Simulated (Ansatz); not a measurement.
# Hf2NF2 monolayer: the cell at rest, part 2 of 2

Aim: bring Hf2NF2 monolayer to small forces and stress, as phonons need.

Ansatz 0.2.0; DFT PBEsol, scalar-relativistic, plane waves, PAW.

So far. Step 2 (A coarse first look): The coarse mesh shows no gap.

**5. Tight relaxation**

Phonons need a cell at rest on their own settings, so the relaxation is repeated with tight tolerances on forces and stress on the k mesh and occupations of the first response run.

Contents of input.yaml:

```yaml
crystal:
  lattice:
    - [3.2184728303, 0.0, 0.0]
    - [-1.6092364152, 2.7872792324, 0.0]
    - [0.0, 0.0, 33.2]
  atoms:
    - { symbol: "N", position: [0.0, 0.0, 0.3012048193] }
    - { symbol: Hf, position: [0.3333333333, 0.6666666667, 0.3355853266] }
    - { symbol: Hf, position: [0.6666666667, 0.3333333333, 0.2668243119] }
    - { symbol: F, position: [0.6666666667, 0.3333333333, 0.3755786512] }
    - { symbol: F, position: [0.3333333333, 0.6666666667, 0.2268309874] }
  periodic: [true, true, false]
kpoints:
  mp_grid: { grid: [12, 12, 1] }
hamiltonian:
  xc: pbesol
scf:
  occupations: { method: methfessel_paxton, width: 0.15 }
output:
  forces: true
  stress: true
  eigenvalues: true
  write_density: true
  write_potential: true
  elf: true
  volumetric_format: npy
relax:
  adjacent_minimum: "off"
  f_tol: 0.001
  max_steps: 60
  cell: { stress_2d_tol: 0.002 }
```

Started as:

```sh
$ ansatz run input.yaml --threads 8 --pin off --max-ram 14336MiB --backend cpu --events-out ev --progress --plain --runs-dir out
```

Numbers of over 12 decimals in the logs are rounded to 6 here.

The program printed:

```text
[...]
Crystal: 5 atoms, lattice volume = 297.830 Å³
Basis set: ecut = 420 eV, 5931 PW (Γ), exchange–correlation on 48×48×450 points (8 copies of the dense FFT grid, shifted against one another)
Bands: 43, of which v1, the nominal top of the filled ones, is band 36 counted from 1 (35 counted from 0)
Symmetry: 12 space group operations
[...]
k-points: 19 of 144
[...]
cell:  # Å, volume = 297.8778 Å³
    - [3.218731, 2.886984588610967e-11, 0]
    - [-1.609366, 2.787503, 0]
    - [0, 0, 33.2]
  atoms:
    - { symbol: N, position: [0, 0, 0.301205] }
    - { symbol: Hf, position: [0.333333, 0.666667, 0.335572] }
    - { symbol: Hf, position: [0.666667, 0.333333, 0.266837] }
    - { symbol: F, position: [0.666667, 0.333333, 0.375565] }
    - { symbol: F, position: [0.333333, 0.666667, 0.226845] }
[key lines of the parts left out:]
SCF converged after 10 iterations
Free energy (F): -33181.714993 eV
Fermi energy:    -3.142693 eV
P = ½ c Tr σ = 0.0009 N/m
```

Elapsed: 16 s, on 8 threads of Arm Neoverse V2, shared host; peak memory 1.1 GiB; 1.9 min of CPU time.

Little changed from the start: no atom moved by 0.005 Å and no cell edge by 0.1 %.

Valence density in the ac plane at fractional y = 0.333, with atoms of Hf and F within 0.2 Å of it. It is the smooth field of the valence electrons, not physical close to the nuclei.

Ten steps, logarithmic in the rise over the least value, from '_' (0 e/Å³) to '@' (20 e/Å³), each cell a mean:
```
__________________________________
__________________________________
__________________________________
__________________________________
__________________________________
__________________________________
__________________________________
__________________________________
__________________________________
__________________________________
__________________________________
__________________________________
__________________________________
__________________________________
____________....--==**##**++==::..
::::::--::::::::::==++++++==--::::
::::------::::::::::::--::::::::::
::..........::==**%%@@@@@@@@##++--
..................::::----::::....
__________________________________
__________________________________
__________________________________
__________________________________
__________________________________
```
Columns run along a (3.2 Å), rows up along c (33.2 Å). Atoms in or near the plane, at fractional coordinates: Hf at (0.67, 0.27), F at (0.67, 0.38).

ELF in the ac plane at fractional y = 0.333, with atoms of Hf and F within 0.2 Å of it. It is the smooth field of the valence electrons, not physical close to the nuclei.

Ten even steps from '0' (0.00) to '9' (0.80), each cell a mean:
```
00000000000000000
00000000000000000
00000000000000000
00000000000000000
00000000000000000
00000000000000000
00000000000000000
00000000000000000
00000000000000000
00000000000000000
00000000000000000
00000000000000000
00000000000000000
00000000000000000
20000136788888875
12222213455555532
34444432233333323
22232124799999963
24554321112222111
00111000000000000
00000000000000000
00000000000000000
00000000000000000
00000000000000000
```
Columns run along a (3.2 Å), rows up along c (33.2 Å). Atoms in or near the plane, at fractional coordinates: Hf at (0.67, 0.27), F at (0.67, 0.38).

Electrostatic potential energy in the ac plane at fractional y = 0.333, with atoms of Hf and F within 0.2 Å of it. With pseudopotentials it is smooth inside the atoms' cores, unlike the true potential.

Values in eV, 24 rows by 14 columns, each cell a mean:
```
  0   0   0   0   0   0   0   0   0   0   0   0   0   0
  0   0   0   0   0   0   0   0   0   0   0   0   0   0
  0   0   0   0   0   0   0   0   0   0   0   0   0   0
  0   0   0   0   0   0   0   0   0   0   0   0   0   0
  0   0   0   0   0   0   0   0   0   0   0   0   0   0
  0   0   0   0   0   0   0   0   0   0   0   0   0   0
  0   0   0   0   0   0   0   0   0   0   0   0   0   0
  0   0   0   0   0   0   0   0   0   0   0   0   0   0
  0   0   0   0   0   0   0   0   0   0   0   0   0   0
  0   0   0   0   0   0   0   0   0   0   0   0   0   0
  0   0   0   0   0   0   0   0   0   0   0   0   0   0
  0   0   0   0   0   0   0   0   0   0   0   0   0   0
  0   0   0   0   0   0   0   0   0   0   0   0   0   0
  0   0   0   0   0   0   0   0   0   0   0   0   0   0
 -2  -2  -2  -2  -1  -2  -4 -12 -17 -18 -18 -15  -8  -2
-11 -14 -15 -15 -13 -10  -9 -12 -14 -15 -15 -13 -10  -8
 -9 -11 -12 -11 -10  -8  -8  -9 -10 -11 -10 -10  -9  -8
-12  -7  -6  -6  -9 -17 -27 -31 -31 -31 -31 -31 -30 -23
 -4  -3  -3  -3  -4  -5  -7  -9 -11 -12 -12 -10  -8  -6
  0   0   0   0   0   0   0   0   0  -1  -1   0   0   0
  0   0   0   0   0   0   0   0   0   0   0   0   0   0
  0   0   0   0   0   0   0   0   0   0   0   0   0   0
  0   0   0   0   0   0   0   0   0   0   0   0   0   0
  0   0   0   0   0   0   0   0   0   0   0   0   0   0
```
Columns run along a (3.2 Å; values clipped at the 3rd and 97th percentile), rows up along c (33.2 Å). Atoms in or near the plane, at fractional coordinates: Hf at (0.67, 0.27), F at (0.67, 0.38).

The largest force component left is 0.048 meV/Å, within the tolerances set.

**6. Results**

* space group after relaxation (within 0.01 Å): P-3m1
* lattice constant a: 3.219 Å
* lattice constant b: 3.219 Å
* area per atom: 1.79 Å²

**Reading.** The largest force component left is 0.048 meV/Å, within the tolerances set. The relaxation keeps the symmetry of its start, so it says nothing on stability against lower symmetry. The runs are without spin polarisation, although the cell has an odd electron count. Spin-orbit coupling is left out, which can matter for the heavy elements here. The starting cell was built on a prototype and not taken from a measurement.

[Logs are printed without paths, hosts, clocks, repeated set-up lines and the standing remarks that a program may print on its own settings, such as how far it seeks lower states.]

[Hosts, paths, dates, database ids (printed as entryN), source tags and the programs' standing remarks are cut or masked in the printed files.]
